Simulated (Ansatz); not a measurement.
# MnHg (Pm-3m): the cell at rest, part 2 of 2

Wanted: the relaxed cell of MnHg (Pm-3m).

Ansatz 0.2.0; DFT PBEsol, scalar-relativistic, plane waves, PAW; PAW set soft_1.

So far. Step 5 (The orders compared): The start carried on is the antiferromagnetic, q = (0.5, 0.5, 0.5) one. Step 6 (Probe on a coarse mesh): The coarse mesh shows no gap and a pressure of -6.5 GPa.

In doubt: warnings of the run leave room for a lower electronic state, so energies may not be the lowest and differences between runs may mislead.

**7. Relaxation**

Harmonic phonons are second derivatives at a point where the forces vanish, and they are wanted at zero stress, so atoms and cell are relaxed first.

The input, input.yaml:

```yaml
crystal:
  lattice:
    - [3.315, 3.315, 0.0]
    - [3.315, 0.0, 3.315]
    - [3.315, 0.0, -3.315]
  atoms:
    - { symbol: Mn, position: [0.5, 0.25, 0.75], spin: 4.27 }
    - { symbol: Mn, position: [0.5, 0.75, 0.25], spin: -4.27 }
    - { symbol: Hg, position: [0.0, 0.0, 0.0] }
    - { symbol: Hg, position: [0.0, 0.5, 0.5] }
kpoints:
  mp_grid: { grid: [12, 12, 12] }
hamiltonian:
  xc: pbesol
  pseudopotentials: { kind: paw, azcp: { folder: soft_1 }, xc_functional: pbe }
scf:
  occupations: { method: gaussian, width: 0.1 }
output:
  forces: true
  stress: true
  eigenvalues: true
  populations: true
magnetization:
  spin_polarized: true
relax:
  adjacent_minimum: "off"
  f_tol: 0.005
  max_steps: 80
  cell: { stress_tol: 0.05 }
```

Run with:

```console
$ ansatz run input.yaml --threads 4 --pin off --max-ram 10240MiB --backend cpu --events-out ev --progress --plain --runs-dir out
```

Numbers of over 12 decimals in the logs are rounded to 6 here.

Output:

```text
[...]
Crystal: 4 atoms, lattice volume = 72.859 Å³
Basis set: ecut = 420 eV, 1411 PW (Γ), exchange–correlation on 64×64×64 points (8 copies of the dense FFT grid, shifted against one another)
Bands: 48, of which v1, the nominal top of the filled ones, is band 35 counted from 1 (34 counted from 0)
Symmetry: 48 space group operations
[...]
k-points: 72 of 1728
[...]
Starting moments: Σ|m| = 8.54 μB on 2 of 4 sites
[...]
SCF iter   1: F=—  HF=-35076.036096 eV  |F-HF|=—  |Δ(HF+E_count)|=         —  Δρ=3.00e-2 (↑3.00e-2 ↓3.00e-2)  dr2=3.64e0  dr2_m=5.33e-3  M=0.000 μB ∫|m|=8.454 μB  β_m=0.30  ethr=3.10e-3  ⟨swp⟩=4.8  Hψ=11032  notcnv=0  defer=87
[...]
SCF iter  11: F=-35076.192141 eV  HF=-35076.192141 eV  |F-HF|=4.58e-10  |Δ(HF+E_count)|=   1.66e-8  Δρ=8.54e-7 (↑8.54e-7 ↓8.54e-7)  dr2=1.42e-9  dr2_m=4.42e-12  M=0.000 μB ∫|m|=8.288 μB  ethr=1.43e-10  ⟨swp⟩=8.3  Hψ=15991  notcnv=0
SCF 1 converged in 11 iterations: F = -35076.192141 eV  dr2 = 1.42e-9
[...]
relax step   1: F+E_penalty+E_count = -35076.19214111 eV  Δ(F+E_penalty+E_count) = +0.000e0 eV  max|allowed force component| = 1.563e-28 eV/Å  Δτ_max = 0.0000 Å  P = -6.326 GPa  Ω = 72.859 Å³  (11 SCF iters, dr2 threshold 1.00e-7 eV, accepted)
Crystal: 4 atoms, lattice volume = 62.674 Å³
Basis set: ecut = 420 eV, 1243 PW (Γ), exchange–correlation on 64×64×64 points (8 copies of the dense FFT grid, shifted against one another)
[...]
Starting moments: Σ|m| = 8.54 μB on 2 of 4 sites; this step starts from the density that it was given
[...]
iter 1 solved again at ethr=3.62e-4 eV; its pass at ethr=3.10e-3 eV (dr2=2.53e-1 eV) is discarded
[...]
SCF iter  10: F=-35076.215001 eV  HF=-35076.215001 eV  |F-HF|=2.76e-10  |Δ(HF+E_count)|=   1.80e-9  Δρ=5.13e-7 (↑5.13e-7 ↓5.13e-7)  dr2=5.93e-10  dr2_m=5.70e-12  M=0.000 μB ∫|m|=7.488 μB  ethr=1.32e-11  ⟨swp⟩=4.9  Hψ=13107  notcnv=0
SCF 2 converged in 10 iterations: F = -35076.215001 eV  dr2 = 5.93e-10
relax step   2: F+E_penalty+E_count = -35076.21500099 eV  Δ(F+E_penalty+E_count) = -2.286e-2 eV  max|allowed force component| = 4.824e-29 eV/Å  Δτ_max = 0.0000 Å  P = +8.065 GPa  Ω = 62.674 Å³  energy of the carried Pulay correction = +6.748e-3 eV  (10 SCF iters, dr2 threshold 4.00e-7 eV, accepted)
Crystal: 4 atoms, lattice volume = 68.001 Å³
Basis set: ecut = 420 eV, 1363 PW (Γ), exchange–correlation on 64×64×64 points (8 copies of the dense FFT grid, shifted against one another)
[...]
SCF iter  10: F=-35076.314219 eV  HF=-35076.314219 eV  |F-HF|=1.94e-9  |Δ(HF+E_count)|=   1.67e-9  Δρ=9.30e-7 (↑9.30e-7 ↓9.30e-7)  dr2=2.39e-9  dr2_m=1.38e-11  M=0.000 μB ∫|m|=7.950 μB  ethr=2.13e-11  ⟨swp⟩=5.5  Hψ=11952  notcnv=0
SCF 3 converged in 10 iterations: F = -35076.314219 eV  dr2 = 2.39e-9
relax step   3: F+E_penalty+E_count = -35076.31421853 eV  Δ(F+E_penalty+E_count) = -9.922e-2 eV  max|allowed force component| = 3.027e-28 eV/Å  Δτ_max = 0.0000 Å  P = -1.126 GPa  Ω = 68.001 Å³  energy of the carried Pulay correction = +3.096e-3 eV  (10 SCF iters, dr2 threshold 4.00e-7 eV, accepted)
[...]
relax step   4: F+E_penalty+E_count = -35076.31763544 eV  Δ(F+E_penalty+E_count) = -3.417e-3 eV  max|allowed force component| = 5.664e-29 eV/Å  Δτ_max = 0.0000 Å  P = -0.024 GPa  Ω = 67.206 Å³  energy of the carried Pulay correction = +3.624e-3 eV  (8 SCF iters, dr2 threshold 4.00e-7 eV, accepted)
[...]
SCF iter   9: F=-35076.314428 eV  HF=-35076.314428 eV  |F-HF|=0.00e0  |Δ(HF+E_count)|=  7.28e-12  Δρ=2.35e-8 (↑2.35e-8 ↓2.35e-8)  dr2=1.75e-12  dr2_m=1.16e-14  M=0.000 μB ∫|m|=7.888 μB  ethr=1.00e-12  ⟨swp⟩=2.1  Hψ=9603  notcnv=0
SCF 5 converged in 9 iterations: F = -35076.314428 eV  dr2 = 1.75e-12
relax step   5: F+E_penalty+E_count = -35076.31442806 eV  Δ(F+E_penalty+E_count) = +3.207e-3 eV  max|allowed force component| = 6.084e-29 eV/Å  Δτ_max = 0.0000 Å  P = -0.044 GPa  Ω = 67.206 Å³  stress off target by 4.43e-2 GPa  SCF on the basis re-selected at this cell (its energy is not comparable with the rows above)  (9 SCF iters)
basis re-selected at this cell: Δ(F+E_penalty+E_count) = +3.207e-3 eV, ΔP = -0.020 GPa vs the last step (what re-selecting the basis moved, of the pressure what is left beyond the Pulay correction that the steps carried, after the strain that the cell walked since its last selection, with what the two solves' SCF thresholds leave and, on support functions, any second-order correction that the steps lacked; it is no m [...]
[...]
SCF converged after 9 iterations
Magnetization: 0.0000 μB (35.0000 up, 35.0000 down)
Absolute magnetization: 7.9156 μB (∫|ρ↑−ρ↓|, with the PAW one-centre terms)
[...]
Per-site moments (μB) at R_I (Å): [(3.685619, 1.152781), (-3.685619, 1.152781), (-9.433215276857792e-17, 1.152781), (9.433215276857783e-17, 1.152781)]
Free energy (F): -35076.314428 eV
[...]
Internal energy: -35076.303597 eV  (E = F + TS)
E sigma→0 (E₀):  -35076.309013 eV
Entropy (-TS):   -0.010831 eV (-2.708 meV/atom)
Fermi energy:    17.661844 eV
[...]
--- Stress (GPa, compression-positive) ---
       -0.044334      -0.000000      -0.000000
        0.000000      -0.044334      -0.000000
       -0.000000      -0.000000      -0.044334
  P = ⅓ Tr σ = -0.0443 GPa (-0.443 kbar)
--- Band table (eV; the first three rows and the last of 144) ---
  k-point 0 ↑: bands = [... 31 lower, 15.2096, 17.7916, 17.7916, 17.7916, 18.4413, 18.7604, 18.7604, 22.7300, ... 9 higher]
  k-point 1 ↑: bands = [... 31 lower, 15.1996, 17.3998, 17.7791, 17.7791, 18.7197, 18.7197, 18.8318, 21.7606, ... 9 higher]
  k-point 2 ↑: bands = [... 31 lower, 15.1765, 16.8008, 17.7328, 17.7328, 18.6222, 18.6222, 19.3716, 20.6980, ... 9 higher]
  k-point 71 ↓: bands = [... 31 lower, 15.3563, 15.4356, 15.4356, 15.7235, 18.2530, 18.2530, 18.4740, 18.6642, ... 9 higher]
--- Relaxed structure (4 steps of the walk, 4 accepted, 1 SCFs on fresh bases) ---
  F+E_penalty+E_count = -35076.31442806 eV   max|allowed force component| = 6.084e-29 eV/Å   (the final SCF, on the basis selected at the relaxed cell)
  cell:  # Å, volume = 67.2057 Å³
    - [3.226949, 3.226949, 0]
    - [3.226949, 0, 3.226949]
    - [3.226949, 0, -3.226949]
  atoms:
    - { symbol: Mn, position: [0.5, 0.25, 0.75] }
    - { symbol: Mn, position: [0.5, 0.75, 0.25] }
    - { symbol: Hg, position: [0, 0, 0] }
    - { symbol: Hg, position: [0, 0.5, 0.5] }
--- Löwdin populations: 4 sites ---
  site symbol       q [e]    m [muB]
     0     Mn     14.8528     3.8722
     1     Mn     14.8528    -3.8722
     2     Hg     19.3248     0.0000
     3     Hg     19.3248     0.0000
  spilling = 0.023497 (of n_electrons = 70.000000)
```

The job ended after 31 s (4 threads of Arm Neoverse V1, shared host; peak memory 0.66 GiB).

Step by step:

| step | energy less that of the first step (eV) | largest force component (eV/Å) | pressure (GPa) | volume (Å³) |
| --- | --- | --- | --- | --- |
| 1 | 0.0000 | 0.0000 | -6.33 | 72.86 |
| 2 | -0.0229 | 0.0000 | 8.07 | 62.67 |
| 3 | -0.1221 | 0.0000 | -1.13 | 68.00 |
| 4 | -0.1255 | 0.0000 | -0.02 | 67.21 |
| 5* | -0.1223 | 0.0000 | -0.04 | 67.21 |

Relaxation steps marked * repeat the geometry before them on a plane-wave basis chosen anew for their cell, so energy and pressure can jump there.

Forces are held to the 48 operations that the run works with; a distortion that breaks them can't arise in this run.

| cell as run | before | after | change |
| --- | --- | --- | --- |
| a (Å) | 4.688 | 4.564 | -2.7 % |
| b (Å) | 4.688 | 4.564 | -2.7 % |
| c (Å) | 4.688 | 4.564 | -2.7 % |
| volume (Å³/atom) | 18.21 | 16.80 | -7.8 % |

Final coordinates:

```cif
data_structure
_symmetry_space_group_name_H-M 'P 1'
_symmetry_Int_Tables_number 1
_cell_length_a 4.5636
_cell_length_b 4.5636
_cell_length_c 4.5636
_cell_angle_alpha 90.000
_cell_angle_beta 60.000
_cell_angle_gamma 60.000
_cell_volume 67.21
loop_
_atom_site_label
_atom_site_type_symbol
_atom_site_fract_x
_atom_site_fract_y
_atom_site_fract_z
_atom_site_occupancy
Mn1 Mn 0.50000 0.25000 0.75000 1
Mn2 Mn 0.50000 0.75000 0.25000 1
Hg3 Hg 0.00000 0.00000 0.00000 1
Hg4 Hg 0.00000 0.50000 0.50000 1
```

Numbers from this step:

```yaml
absolute_magnetization: 7.916 μB
site_moments: 3.686, -3.686, -9.43e-17, 9.43e-17 μB
pressure: -0.04433 GPa
volume_per_atom: 16.80 Å³
```

In this step the volume went from 18.21 to 16.80 Å³/atom.

**8. Relaxing to small forces for the phonons**

Phonons need a cell at rest on their own settings, so the relaxation is repeated with tight tolerances on forces and stress on the k mesh and occupations of the first response run.

input.yaml, the sections that differ from step 7:

```yaml
crystal:
  lattice:
    - [3.2269485571, 3.2269485571, 0.0]
    - [3.2269485571, 0.0, 3.2269485571]
    - [3.2269485571, 0.0, -3.2269485571]
  atoms:
    - { symbol: Mn, position: [0.5, 0.25, 0.75], spin: 4.05 }
    - { symbol: Mn, position: [0.5, 0.75, 0.25], spin: -4.05 }
    - { symbol: Hg, position: [0.0, 0.0, 0.0] }
    - { symbol: Hg, position: [0.0, 0.5, 0.5] }
scf:
  occupations: { method: gaussian, width: 0.15 }
relax:
  adjacent_minimum: "off"
  f_tol: 0.001
  max_steps: 60
  cell: { stress_tol: 0.01 }
# kpoints, hamiltonian, output, magnetization: as in step 7
```

Output:

```text
[...]
Crystal: 4 atoms, lattice volume = 67.206 Å³
Basis set: ecut = 420 eV, 1363 PW (Γ), exchange–correlation on 64×64×64 points (8 copies of the dense FFT grid, shifted against one another)
Bands: 47, of which v1, the nominal top of the filled ones, is band 35 counted from 1 (34 counted from 0)
Symmetry: 48 space group operations
[...]
- { symbol: Mn, position: [0.500000, 0.750000, 0.25] }
    - { symbol: Hg, position: [0, 0, 0] }
    - { symbol: Hg, position: [0, 0.5, 0.5] }
--- Löwdin populations: 4 sites ---
  site symbol       q [e]    m [muB]
     0     Mn     14.8535     3.8705
     1     Mn     14.8535    -3.8705
     2     Hg     19.3246    -0.0000
     3     Hg     19.3246    -0.0000
  spilling = 0.023481 (of n_electrons = 70.000000)
[key lines of the parts left out:]
SCF converged after 8 iterations
Magnetization: 0.0000 μB (35.0000 up, 35.0000 down)
Free energy (F): -35076.321250 eV
Fermi energy:    17.670528 eV
P = ⅓ Tr σ = -0.0000 GPa (-0.000 kbar)
```

Elapsed: 21 s, on 4 threads; peak memory 0.63 GiB; 80 s of CPU time.

Little changed from the start: no atom moved by 0.005 Å and no cell edge by 0.1 %.

This step gave:

| Item | Value |
| --- | --- |
| absolute magnetization | 7.911 μB |
| site moments | 3.684, -3.684, -2.52e-16, 2.52e-16 μB |
| pressure | -2.44e-5 GPa |

The forces vanish by symmetry and the pressure is 0.000 GPa, within the tolerances set. The cell now holds 16.80 Å³/atom.

**9. What came out**

- space group after relaxation (within 0.01 Å): Pm-3m
- lattice constant a: 3.227 Å
- lattice constant b: 3.227 Å
- lattice constant c: 3.227 Å
- volume per atom: 16.8 Å³

The forces vanish by symmetry and the pressure is 0.000 GPa, within the tolerances set. The cell now holds 16.80 Å³/atom. The relaxation keeps the symmetry of its start, so it says nothing on stability against lower symmetry. The magnetic order is imposed (antiferromagnetic, q = (0.5, 0.5, 0.5), in the reciprocal basis of the primitive cell) and the runs use its cell of 4 atoms, a multiple of the chemical cell, so that Γ here also holds zone-boundary modes of the chemical cell; it can lower the symmetry of the database entry. The magnetic state is the one that the run reached from its starting moments; a lower one was not ruled out. Spin-orbit coupling is left out, which can matter for the heavy elements here. The PAW files were made for PBE and serve the other functionals too.

[Logs are printed without paths, hosts, clocks, repeated set-up lines and the standing remarks that a program may print on its own settings, such as how far it seeks lower states.]

[Hosts, paths, dates, database ids (printed as entryN), source tags and the programs' standing remarks are cut or masked in the printed files.]
